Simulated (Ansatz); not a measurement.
# Si2Mo (I4/mmm): zone-centre modes under pressure, part 3 of 3

Wanted: Grüneisen parameters and pressure coefficients of the modes of Si2Mo (I4/mmm).

Ansatz 0.2.0; DFT PBEsol, scalar-relativistic, plane waves, PAW; PAW set soft_1.

So far, highest optical mode at the zone centre (no LO-TO term) (cm⁻¹): step 4 (modes at rest) 438; step 6 (volume ratio 1.06) 405.

The database entry behind the starting cell is an old determination (1927), so it need not match the best structure at ambient conditions.

### 8. Zone-centre modes of the member: 0.9 times the volume at rest

The zone-centre modes follow for 0.9 times the volume at rest.

input.yaml

```yaml
crystal:
  lattice:
    - [-1.5362111994, 1.5362111994, 3.7949423558]
    - [1.5362111994, -1.5362111994, 3.7949423558]
    - [1.5362111994, 1.5362111994, -3.7949423558]
  atoms:
    - { symbol: Si, position: [0.3336903401, 0.3336903401, 0.0] }
    - { symbol: Si, position: [0.6663096599, 0.6663096599, 0.0] }
    - { symbol: Mo, position: [0.0, 0.0, 0.0] }
kpoints:
  mp_grid: { grid: [20, 20, 20] }
hamiltonian:
  xc: pbesol
  pseudopotentials: { kind: paw, azcp: { folder: soft_1 }, xc_functional: pbe }
scf:
  occupations: { method: methfessel_paxton, width: 0.2 }
output:
  eigenvalues: true
phonons:
  method: dfpt
```

The run is started by

```sh
$ ansatz run input.yaml --threads 4 --pin off --max-ram 10240MiB --backend cpu --events-out ev --progress --plain --runs-dir out
```

Numbers of over 12 decimals in the logs are rounded to 6 here.

Output:

```text
[...]
Crystal: 3 atoms, lattice volume = 35.823 Å³
Basis set: ecut = 420 eV, 697 PW (Γ), exchange–correlation on 60×60×60 points (8 copies of the dense FFT grid, shifted against one another)
Bands: 15, of which v1, the nominal top of the filled ones, is band 11 counted from 1 (10 counted from 0)
Symmetry: 16 space group operations
k-points: 1166 of 8000 (irreducible under 4 space group operations, time reversal used)
[...]
k-point 2: bands = [... 7 lower, 14.3357, 14.6213, 16.3094, 17.4353, 21.3101, 21.6618, 21.9893, 22.3348]
  k-point 1165: bands = [... 7 lower, 15.5191, 17.4505, 17.4505, 17.7242, 17.7242, 18.8044, 23.1923, 24.1214]
[...]
ASR residual: 2.226e-5 → 0.000e0 eV/Å²; symmetrization residual: 3.993e-6 eV/Å²
  ASR residual per site (eV/Å²): 1.95e-5 1.95e-5 2.23e-5
  Γ frequencies (cm⁻¹): 0.00 0.00 0.00 338.57 338.57 388.27 403.33 403.33 501.03
[...]
[key lines of the parts left out:]
SCF converged after 9 iterations
Free energy (F): -6141.971965 eV
Fermi energy:    18.130354 eV
```

The job ended after 32 s (4 threads of AMD EPYC 9B45 (Zen 5), shared host; peak memory 2 GiB; 2 min of CPU time).

Numbers from this step:

```
sum-rule residual before enforcement                    : 2.23e-5 eV/Å²
highest optical mode at the zone centre (no LO-TO term) : 501.0 cm⁻¹
lowest optical zone-centre mode                         : 338.6 cm⁻¹
```

Patterns of degenerate modes are one choice out of their space. Modes at Γ, with each element's share of the kinetic energy:

```
mode  frequency (cm⁻¹)  symmetry  Si %  Mo %
   1               0.0  acoustic    37    63
   2               0.0  acoustic    37    63
   3               0.0  acoustic    37    63
   4             338.6        Eu    63    37
   5             338.6        Eu    63    37
   6             388.3       A2u    63    37
   7             403.3        Eg   100     0
   8             403.3        Eg   100     0
   9             501.0       A1g   100     0
```

Displacements in mode 4 (338.6 cm⁻¹), the largest set to 1:
```
Si1  0.00 -1.00  0.00
Si2  0.00 -1.00  0.00
Mo3  0.00  0.59  0.00
```

Displacements in mode 9 (501.0 cm⁻¹), the largest set to 1:
```
Si1  0.00  0.00  1.00
Si2  0.00  0.00 -1.00
Mo3  0.00  0.00  0.00
```

The lowest optical mode is real, 339 cm⁻¹, and the highest lies at 501.0 cm⁻¹.

Between step 4 and this run (volume ratio 0.9) the value for the highest optical mode at the zone centre (no LO-TO term) moves from 438 cm⁻¹ to 501 cm⁻¹ (+14 %).

### 9. All members side by side

The members are set side by side, also those not shown above.

Each row is one cell with its response, relaxed at fixed volume as far as symmetry leaves anything free; energies are extrapolated to zero smearing, and E0 is that at rest; shape and atoms are relaxed in each cell where symmetry leaves them free; all runs use 20×20×20 k points and Methfessel-Paxton smearing of 0.2 eV. State of the crystal along the series:

```
volume ratio  V (Å³/atom)  pressure (GPa)  E - E0 (meV/atom)  first cell vector (Å)  third cell vector (Å)
         0.9        11.94              29              109.4                  4.373                  4.373
        0.92        12.21           21.89              67.35                  4.402                  4.402
        0.94        12.47            15.5              36.47                   4.43                   4.43
        0.96        12.74           9.772              15.62                  4.459                  4.459
        0.98           13           4.624               3.77                  4.487                  4.487
        0.99        13.13            2.25             0.9286                  4.501                  4.501
           1        13.27         8.66e-4                  0                  4.514                  4.514
        1.02        13.53          -4.148              3.484                  4.542                  4.542
        1.04         13.8           -7.87              13.48                  4.569                  4.569
        1.06        14.06          -11.21              29.31                  4.596                  4.596
```

Each mode is tracked from rest by its pattern, and modes that stay within 0.3 cm⁻¹ of each other stand once; shape and atoms are relaxed in each cell where symmetry leaves them free; all runs use 20×20×20 k points and Methfessel-Paxton smearing of 0.2 eV. Optical modes along the series:

```
V (Å³/atom)  mode 4 Eu (cm⁻¹)  mode 6 A2u (cm⁻¹)  mode 7 Eg (cm⁻¹)  mode 9 A1g (cm⁻¹)
      11.94             338.6              388.3             403.3                501
      12.21             325.8              373.5             388.3              487.5
      12.47             313.4              359.2             373.8              474.4
      12.74             301.3              345.3             359.7              461.7
         13             289.4              331.8             346.2              449.5
      13.13             283.6              325.1             339.5              443.6
      13.27             277.9              318.6               333              437.7
      13.53             266.6              305.7             320.3              426.3
       13.8             255.5              293.1             307.9              415.4
      14.06             244.6              280.9             295.9              404.8
```

From cubic fits (parabolas where under five rows exist) of ln ω and P against ln V through the rows within about 4 % of rest: γ = −d ln ω / d ln V and dω/dP = γ ω / B. Slopes at rest:

```
      mode  fitted frequency at rest (cm⁻¹)  Grüneisen parameter γ  dω/dP (cm⁻¹/GPa)
 mode 4 Eu                            277.9                   2.06              2.61
mode 6 A2u                            318.6                   2.05              2.98
 mode 7 Eg                              333                   1.95              2.96
mode 9 A1g                            437.7                   1.33              2.65
```

### 10. Results

| Item | Value |
| --- | --- |
| members | 10 |
| highest optical mode at the zone centre (no LO-TO term), at rest | 437.7 cm⁻¹ |
| bulk modulus at rest | 219 GPa |
| mode 4 Eu, γ | 2.06 |
| mode 6 A2u, γ | 2.05 |
| mode 7 Eg, γ | 1.95 |
| mode 9 A1g, γ | 1.33 |

The series spans -11.2 to 29.0 GPa, and the slope at rest gives a bulk modulus of 219 GPa. Among the modes in the table of slopes γ runs from 1.33 (mode 9 A1g) to 2.06 (mode 4 Eu). One k mesh and one cutoff serve the ground states and modes of all volumes. These are harmonic frequencies at zero temperature: anharmonic shifts, linewidths and thermal expansion are left out. With no gap, or one that is small against the smearing, the frequencies hang on the k mesh and the smearing, most of all near Kohn anomalies. The PAW files were made for PBE; the program adapts parts of them to the functional of the run, but their partial waves stay those of PBE, an approximation that was not tested in this session. Only the zone centre was solved, so an instability at another wavevector cannot show here.

[Logs are printed without paths, hosts, clocks, repeated set-up lines and the standing remarks that a program may print on its own settings, such as how far it seeks lower states.]

[Hosts, paths, dates, database ids (printed as entryN), source tags and the programs' standing remarks are cut or masked in the printed files.]
